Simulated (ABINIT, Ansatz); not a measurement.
## CsGeCl3 (R3m): G0W0 with ABINIT, start to end

How does a plane-wave GW calculation on CsGeCl3 (R3m) run from the first input to the gap?

Method: LDA and many-body steps on it, plane waves, in ABINIT 10.8.3.

**1. Set-up**

It takes space group R3m (No. 160, trigonal). The conventional cell has a = 7.694 Å, b = 7.694 Å, c = 9.535 Å, α = 90.00°, β = 90.00°, γ = 120.00°. Nearest to Cs lie 12 Cl at 3.86 to 3.90 Å. Nearest to Ge lie 3 Cl at 2.37 Å. Nearest to Cl lie 2 Ge at 2.37 to 3.10 Å and 4 Cs at 3.86 to 3.90 Å. Farther neighbours and most contacts between anions are not listed.

The cell and positions are those that the Materials Project relaxed with its own functionals (PBE, PBE+U or r2SCAN), kept fixed. Spin-orbit coupling is left out unless a step names it.

**2. Ground state**

This step: ABINIT 10.8.3; DFT, LDA, plane waves, norm-conserving pseudopotentials.

The ground-state density comes first.

File run.abi:

```
acell 3*1.0 Angstrom
rprim 
  3.846816390705 2.220960478697 3.178300533600
  -3.846816390705 2.220960478697 3.178300533600
  0.000000000000 -4.441920957394 3.178300533600
ntypat 3
znucl 55 32 17
natom 5
typat 1 2 3 3 3
xred 
  0.998403350000 0.998403350000 0.998403350000
  0.515533150000 0.515533150000 0.515533150000
  0.496712670000 0.496712670000 0.948638170000
  0.496712670000 0.948638170000 0.496712670000
  0.948638170000 0.496712670000 0.496712670000
pp_dirpath "pseudos"
pseudos "Cs.upf, Ge.upf, Cl.upf"
ecut 56
ngkpt 4 4 4
nshiftk 1
shiftk 0 0 0
kptopt 1
chksymbreak 0
nband 32
occopt 1
tolvrs 1e-08
nstep 60
prtwf 0
optforces 0
optstress 0
indata_prefix "in"
outdata_prefix "out"
tmpdata_prefix "tmp"
```

Command:

```
OMP_NUM_THREADS=1 mpirun -n 8 abinit run.abi > log
```

Numbers of over 12 decimals in the logs are rounded to 6 here.

The program printed:

```text
.Version 10.8.3 of ABINIT. v10.8.2 released Aug 2026.

 Symmetries : space group R3 m (#160); Bravais hR (rhombohedral)
================================================================================
 Values of the parameters that define the memory need of the present run
     intxc =       0    ionmov =       0      iscf =       7    lmnmax =       8
     lnmax =       8     mgfft =      72  mpssoang =       4    mqgrid =    3477
     natom =       5  nloc_mem =       1    nspden =       1   nspinor =       1
    nsppol =       1      nsym =       6    n1xccc =    2501    ntypat =       3
    occopt =       1   xclevel =       1
-    mband =          32        mffmem =           1         mkmem =           2
       mpw =       22022          nfft =      373248          nkpt =          13
================================================================================
  Rough estimation (10% accuracy) of disk space for files :
================================================================================

--------------------------------------------------------------------------------
------------- Echo of variables that govern the present computation ------------
--------------------------------------------------------------------------------
 -outvars: echo values of preprocessed input variables --------
            acell      1.8897261259E+00  1.8897261259E+00  1.8897261259E+00 Bohr

      chksymbreak           0
             ecut      5.60000000E+01 Hartree
-          fftalg         312

              ixc       -1012
              kpt      0.00000000E+00  0.00000000E+00  0.00000000E+00
                       2.50000000E-01  0.00000000E+00  0.00000000E+00
                       5.00000000E-01  0.00000000E+00  0.00000000E+00
                       2.50000000E-01  2.50000000E-01  0.00000000E+00
                       5.00000000E-01  2.50000000E-01  0.00000000E+00
                      -2.50000000E-01  2.50000000E-01  0.00000000E+00
                       5.00000000E-01  5.00000000E-01  0.00000000E+00
                       2.50000000E-01  2.50000000E-01  2.50000000E-01
                       5.00000000E-01  2.50000000E-01  2.50000000E-01
                      -2.50000000E-01  2.50000000E-01  2.50000000E-01
                       5.00000000E-01  5.00000000E-01  2.50000000E-01
[...]
kptrlatt        4    0    0      0    4    0      0    0    4
          kptrlen      4.12859144E+01
P           mkmem           2
            natom           5
            nband          32
            ngfft          72      72      72
             nkpt          13
            nstep          60
             nsym           6
           ntypat           3
              occ      2.000000  2.000000  2.000000  2.000000  2.000000  2.000000
                       2.000000  2.000000  2.000000  2.000000  2.000000  2.000000
                       2.000000  2.000000  2.000000  2.000000  2.000000  2.000000
                       2.000000  2.000000  2.000000  2.000000  2.000000  2.000000
                       2.000000  2.000000  0.000000  0.000000  0.000000  0.000000
                       0.000000  0.000000
        optforces           0
        optstress           0
            prtwf           0
            rprim      3.8468163907E+00  2.2209604787E+00  3.1783005336E+00
[...]
spgroup         160

           tolvrs      1.00000000E-08

             xred      9.9840335000E-01  9.9840335000E-01  9.9840335000E-01
[...]
znucl       55.00000   32.00000   17.00000

================================================================================

 chkinp: Checking input parameters for consistency.

================================================================================
== DATASET  1 ==================================================================
-   mpi_nproc: 8, omp_nthreads: 1 (-1 if OMP is not activated)
-    --> not optimal distribution: autoparal keyword recommended in input file <--

--- !DatasetInfo
iteration_state: {dtset: 1, }
dimensions: {natom: 5, nkpt: 13, mband: 32, nsppol: 1, nspinor: 1, nspden: 1, mpw: 22022, }
cutoff_energies: {ecut:  56.0, pawecutdg:  -1.0, }
electrons: {nelect:   5.20000000E+01, charge:   0.00000000E+00, occopt:   1.00000000E+00, tsmear:   1.00000000E-02, }

 Real(R)+Recip(G) space primitive vectors, cartesian coordinates (Bohr,Bohr^-1):
 R(1)=  7.2694294  4.1970070  6.0061176  G(1)=  0.0687812  0.0397108  0.0554990
 R(2)= -7.2694294  4.1970070  6.0061176  G(2)= -0.0687812  0.0397108  0.0554990
 R(3)=  0.0000000 -8.3940141  6.0061176  G(3)=  0.0000000 -0.0794217  0.0554990
 Unit cell volume ucvol=  1.0994743E+03 bohr^3
 Angles (23,13,12)=  8.95462282E+01  8.95462282E+01  8.95462282E+01 degrees

 getcut: wavevector=  0.0000  0.0000  0.0000  ngfft=  72  72  72
         ecut(hartree)=     56.000   => boxcut(ratio)=   2.07090

--- Pseudopotential description ------------------------------------------------
- Cs Generated using ONCVPSP code by D. R. Hamann
- 55.00000   9.00000  201201                  znucl, zion, pspdat
12 -1012 3 -1 2328                            pspcod,pspxc,lmax,lloc,mmax
     nproj     2     2     2     2
  pspatm : epsatm=   21.68725381
         --- l  ekb(1:nproj) -->
[...]
pspatm: atomic psp has been read  and splines computed

- Ge Generated using ONCVPSP code by D. R. Hamann
- 32.00000  22.00000  201201                  znucl, zion, pspdat
12 -1012 2 -1 1524                            pspcod,pspxc,lmax,lloc,mmax
     nproj     2     2     2     0
  pspatm : epsatm=   22.63792625
         --- l  ekb(1:nproj) -->
[...]
pspatm: atomic psp has been read  and splines computed

- Cl Generated using ONCVPSP code by D. R. Hamann
- 17.00000   7.00000  180309                  znucl, zion, pspdat
12 -1012 2 -1 1016                            pspcod,pspxc,lmax,lloc,mmax
     nproj     2     2     2     0
  pspatm : epsatm=    8.88507506
         --- l  ekb(1:nproj) -->
[...]
pspatm: atomic psp has been read  and splines computed

   3.69098107E+03                                ecore*ucvol(ha*bohr**3)
--------------------------------------------------------------------------------

_setup2: Arith. and geom. avg. npw (full set) are   22005.797   22005.792

================================================================================

--- !BeginCycle
iteration_state: {dtset: 1, }
solver: {iscf: 7, nstep: 60, nline: 4, wfoptalg: 0, }
tolerances: {tolvrs: 1.00E-08, }

     iter   Etot(hartree)      deltaE(h)  residm     vres2
 ETOT  1  -346.58757703577    -3.466E+02 7.487E-01 1.296E+04
 ETOT  2  -350.05068106251    -3.463E+00 7.253E-02 2.125E+04
 ETOT  3  -352.09636133415    -2.046E+00 2.292E-02 2.404E+03
 ETOT  4  -352.19794956111    -1.016E-01 1.144E-02 1.559E+03
 ETOT  5  -352.28680674604    -8.886E-02 1.210E-03 5.763E+02
 ETOT  6  -352.31205484195    -2.525E-02 2.829E-03 2.739E+02
 ETOT  7  -352.33135855306    -1.930E-02 2.152E-03 2.933E+01
 ETOT  8  -352.33343579133    -2.077E-03 1.104E-03 1.773E+00
 ETOT  9  -352.33356807167    -1.323E-04 2.420E-04 4.910E-02
 ETOT 10  -352.33357261829    -4.547E-06 1.342E-04 1.193E-04
 ETOT 11  -352.33357264590    -2.761E-08 4.881E-05 1.355E-05
 ETOT 12  -352.33357264746    -1.556E-09 7.703E-05 1.283E-06
 ETOT 13  -352.33357264757    -1.106E-10 2.707E-05 3.106E-07
 ETOT 14  -352.33357264754     3.121E-11 4.123E-05 3.429E-08
 ETOT 15  -352.33357264755    -1.467E-11 1.462E-05 1.171E-09

 At SCF step   15       vres2   =  1.17E-09 < tolvrs=  1.00E-08 =>converged.

--- !ResultsGS
iteration_state: {dtset: 1, }
comment   : Summary of ground state results
lattice_vectors:
- [  7.2694294,   4.1970070,   6.0061176, ]
- [ -7.2694294,   4.1970070,   6.0061176, ]
- [  0.0000000,  -8.3940141,   6.0061176, ]
lattice_lengths: [  10.32148,   10.32148,   10.32148, ]
lattice_angles: [ 89.546,  89.546,  89.546, ] # degrees, (23, 13, 12)
lattice_volume:   1.0994743E+03
convergence: {deltae: -1.467E-11, res2:  1.171E-09, residm:  1.462E-05, diffor:  0.000E+00, }
etotal    :  -3.52333573E+02
entropy   :   0.00000000E+00
fermie    :   7.19807518E-02
cartesian_stress_tensor: null
pressure_GPa: null
xred      :
- [  9.9840E-01,   9.9840E-01,   9.9840E-01, Cs]
- [  5.1553E-01,   5.1553E-01,   5.1553E-01, Ge]
- [  4.9671E-01,   4.9671E-01,   9.4864E-01, Cl]
- [  4.9671E-01,   9.4864E-01,   4.9671E-01, Cl]
- [  9.4864E-01,   4.9671E-01,   4.9671E-01, Cl]
cartesian_forces: null
force_length_stats: {min: null, max: null, mean: null, }

 Integrated electronic density in atomic spheres:
 ------------------------------------------------
 Atom  Sphere_radius  Integrated_density
[...]
================================================================================

 ----iterations are completed or convergence reached----

 Mean square residual over all n,k,spin=   81.697E-09; max=  14.623E-06
 reduced coordinates (array xred) for    5 atoms
       0.998403350000      0.998403350000      0.998403350000
       0.515533150000      0.515533150000      0.515533150000
       0.496712670000      0.496712670000      0.948638170000
       0.496712670000      0.948638170000      0.496712670000
       0.948638170000      0.496712670000      0.496712670000
 rms dE/dt=  0.0000E+00; max dE/dt=  0.0000E+00; dE/dt below (all hartree)
    1       0.000000000000      0.000000000000      0.000000000000
    2       0.000000000000      0.000000000000      0.000000000000
    3       0.000000000000      0.000000000000      0.000000000000
    4       0.000000000000      0.000000000000      0.000000000000
    5       0.000000000000      0.000000000000      0.000000000000

 cartesian coordinates (angstrom) at end:
    1      0.000000     0.000000     9.519678
    2     -0.000000     0.000000     4.915558
    3     -0.000000    -2.007417     6.172461
    4     -1.738474     1.003709     6.172461
    5      1.738474     1.003709     6.172461
 length scales=  1.889726125908  1.889726125908  1.889726125908 bohr
              =  1.000000000000  1.000000000000  1.000000000000 angstroms
 prteigrs : about to open file out_EIG
 Fermi (or HOMO) energy (hartree) =   0.07198   Average Vxc (hartree)=  -0.31317
 Eigenvalues (hartree) for nkpt=  13  k points:
 kpt#   1, nband= 32, wtk=  0.01563, kpt=  0.0000  0.0000  0.0000 (reduced coord)
  -5.91010   -3.98668   -3.98668   -3.98531   -0.83432   -0.83432   -0.83292   -0.83292
  -0.83209   -0.70671   -0.49768   -0.46637   -0.46637   -0.22011   -0.21994   -0.21994
  -0.19166   -0.11039   -0.11039   -0.07877   -0.02980   -0.02980   -0.02316   -0.01935
  -0.01935   -0.01249    0.19037    0.22266    0.22266    0.24897    0.25604    0.25604
 prteigrs : prtvol=0 or 1, do not print more k-points.

--- !EnergyTerms
iteration_state     : {dtset: 1, }
comment             : Components of total free energy in Hartree
kinetic             :  1.55265087897587E+02
hartree             :  1.71757401403163E+02
xc                  : -4.72943812328145E+01
Ewald energy        : -1.32965180889418E+02
psp_core            :  3.35704154996994E+00
local_psp           : -4.40977514499585E+02
non_local_psp       : -6.14760268764532E+01
total_energy        : -3.52333572647551E+02
total_energy_eV     : -9.58748493273891E+03
band_energy         : -5.08413983604803E+01

== END DATASET(S) ==============================================================
================================================================================

 -outvars: echo values of variables after computation  --------
           etotal     -3.5233357265E+02
            nband          32
             nkpt          13
          spgroup         160
 [... the other variables as echoed above ...]

 Calculation completed.
```

Wall time 84 s (8 MPI ranks of Arm Neoverse V2, shared host); peak memory 1.3 GiB.

Numbers from this step:

| Property | Result |
| --- | --- |
| total energy | -9587.4849 eV |
| gap | 1.977 eV |
| k of the valence top | 0.5, 0.5, 0.5 |
| k of the conduction bottom | 0.5, 0.5, 0.5 |
| least direct gap | 1.977 eV |

The gap is direct, at (0.500, 0.500, 0.500).

(Part 1 of 3 ends here.)

[Paths, hosts, dates, memory and timing lines, banners, echoed tables and standing remarks are left out of the program output.]

[Logs are printed without paths, hosts, clocks, repeated set-up lines and the standing remarks that a program may print on its own settings, such as how far it seeks lower states.]

[Runs of the session that timed out or met a known fault of the program may be left out.]

[Hosts, paths, dates, database ids (printed as entryN), source tags and the programs' standing remarks are cut or masked in the printed files.]

[G0W0 gaps are taken among the corrected bands and points alone; a level outside them can change the order at an edge.]

[Where Ansatz stands beside ABINIT at settings called matched, ABINIT's density can come from a denser mesh and the files from another edition; pairs whose starting gaps differed by over 0.03 eV were left out, so agreement reads better than it is.]
